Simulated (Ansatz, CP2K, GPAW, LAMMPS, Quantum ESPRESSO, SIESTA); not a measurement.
## Finding the fault: SIESTA, liquid dimethyl sulfoxide spread through a cell built with a gap at 340 K (190 atoms)

Program: SIESTA 5.4.2, a calculation on a cell of 38 C, 19 S, 19 O and 114 H, 21.0 Å³ an atom.

The input, input.fdf:

```
SystemLabel cell
NumberOfAtoms 192
NumberOfSpecies 4
%block ChemicalSpeciesLabel
  1 6 C
  2 16 S
  3 8 O
  4 1 H
%endblock ChemicalSpeciesLabel
LatticeConstant 1.0 Ang
%block LatticeVectors
  12.05035 0.00000 0.00000
  0.00000 12.05035 0.00000
  0.00000 0.00000 27.43201
%endblock LatticeVectors
PAO.BasisSize DZP
PAO.EnergyShift 0.01 Ry
XC.Functional GGA
XC.Authors PBE
MeshCutoff 500 Ry
%block kgrid_Monkhorst_Pack
  1 0 0 0.0
  0 1 0 0.0
  0 0 1 0.0
%endblock kgrid_Monkhorst_Pack
SolutionMethod diagon
OccupationFunction FD
ElectronicTemperature 580 K
SCF.Mixer.Method Pulay
SCF.Mixer.Weight 0.15
SCF.Mixer.History 8
SCF.Mix Hamiltonian
MaxSCFIterations 60
SCF.DM.Tolerance 1e-04
SCF.H.Tolerance 1.0e-3 eV
WriteForces T
Write.HirshfeldPop T
Write.VoronoiPop T
Write.DM F
Write.H F
XML.Write F
AtomicCoordinatesFormat Fractional
%block AtomicCoordinatesAndAtomicSpecies
  0.60936 0.81945 0.70174 1
  0.63152 0.95190 0.66776 2
  0.56298 0.91539 0.61483 1
  0.75116 0.95409 0.65498 3
  0.64395 0.74863 0.67623 4
  0.52002 0.80359 0.71019 4
  0.66540 0.80996 0.73340 4
  0.60595 0.85582 0.59445 4
  0.55000 0.99827 0.59456 4
  0.48227 0.87582 0.62890 4
[... 176 atom lines left out ...]
  0.36498 0.88491 0.41494 4
  0.71158 0.94971 0.37575 4
  0.61050 0.95141 0.32525 4
  0.61661 0.83814 0.36266 4
%endblock AtomicCoordinatesAndAtomicSpecies
```

Command:

```
> OMP_NUM_THREADS=1 mpirun -np 4 siesta < input.fdf > output.txt
```

What it wrote:

```text
Version         : 5.4.2
reinit: System Name:
reinit: System Label: cell
initatom: Reading input for the pseudopotentials and atomic orbitals ----------
Species number:   1 Atomic number:    6 Label: C
Species number:   2 Atomic number:   16 Label: S
Species number:   3 Atomic number:    8 Label: O
Species number:   4 Atomic number:    1 Label: H
Ground state valence configuration (from tables):   2s02  2p02  3d00  4f00
Ground state valence configuration (from tables):   3s02  3p04  3d00  4f00
Ground state valence configuration (from tables):   2s02  2p04  3d00  4f00
Ground state valence configuration (from tables):   1s01  2p00  3d00  4f00
---- Processing specs for species: C
GGA--PBE XC_GGA_X_PBE--XC_GGA_C_PBE pb
---- Processing specs for species: S
GGA--PBE XC_GGA_X_PBE--XC_GGA_C_PBE pb
---- Processing specs for species: O
GGA--PBE XC_GGA_X_PBE--XC_GGA_C_PBE pb
---- Processing specs for species: H
GGA--PBE XC_GGA_X_PBE--XC_GGA_C_PBE pb
C pseudopotential only contains V_ls up to l=1 -- lmxkb reset.
S pseudopotential only contains V_ls up to l=2 -- lmxkb reset.
O pseudopotential only contains V_ls up to l=2 -- lmxkb reset.
H pseudopotential only contains V_ls up to l=1 -- lmxkb reset.
Using PAO.SplitTailNorm
%block ChemicalSpeciesLabel
    1    6 C                       # Species index, atomic number, species label
    2   16 S                       # Species index, atomic number, species label
    3    8 O                       # Species index, atomic number, species label
    4    1 H                       # Species index, atomic number, species label
%endblock ChemicalSpeciesLabel
%block PAO.Basis                 # Define Basis set
C                     2                    # Species label, number of l-shells
 n=2   0   2                         # n, l, Nzeta
   4.484      3.048
   1.000      1.000
 n=2   1   2 P   1                   # n, l, Nzeta, Polarization, NzetaPol
   5.436      3.692
[...]
S                     2                    # Species label, number of l-shells
 n=3   0   2                         # n, l, Nzeta
[...]
n=3   1   2 P   1                   # n, l, Nzeta, Polarization, NzetaPol
[...]
O                     2                    # Species label, number of l-shells
 n=2   0   2                         # n, l, Nzeta
[...]
n=2   1   2 P   1                   # n, l, Nzeta, Polarization, NzetaPol
[...]
H                     1                    # Species label, number of l-shells
 n=1   0   2 P   1                   # n, l, Nzeta, Polarization, NzetaPol
   5.233      3.529
   1.000      1.000
%endblock PAO.Basis
coor:   Atomic-coordinates input format  =     Fractional
coor: ERROR in AtomicCoordinatesAndAtomicSpecies block
Stopping Program from Node:    2
coor: ERROR in AtomicCoordinatesAndAtomicSpecies block
Stopping Program from Node:    3
coor: ERROR in AtomicCoordinatesAndAtomicSpecies block
Stopping Program from Node:    2
[...]
coor: ERROR in AtomicCoordinatesAndAtomicSpecies block
Stopping Program from Node:    0
coor: ERROR in AtomicCoordinatesAndAtomicSpecies block
Stopping Program from Node:    0
```

It took 0.96 s on 4 MPI ranks of Arm Neoverse V1, shared host; peak memory 1 GiB.

Banners, paths, timers and routine set-up lines are dropped from the logs unmarked, and long logs keep their key lines alone; longer cuts are marked.

Q: Find the fault and mend it.

A wrong count of atoms: NumberOfAtoms 190 written as NumberOfAtoms 192. Mend: write NumberOfAtoms 190 in place of NumberOfAtoms 192.

The program stopped at the start.

[Also dropped from logs without a mark: logging warnings of Python, and SIESTA's first energy breakdown and zero terms.]

[Logs are printed without paths, hosts, clocks, repeated set-up lines and the standing remarks that a program may print on its own settings, such as how far it seeks lower states.]

[Hosts, paths, dates, database ids (printed as entryN), source tags and the programs' standing remarks are cut or masked in the printed files.]
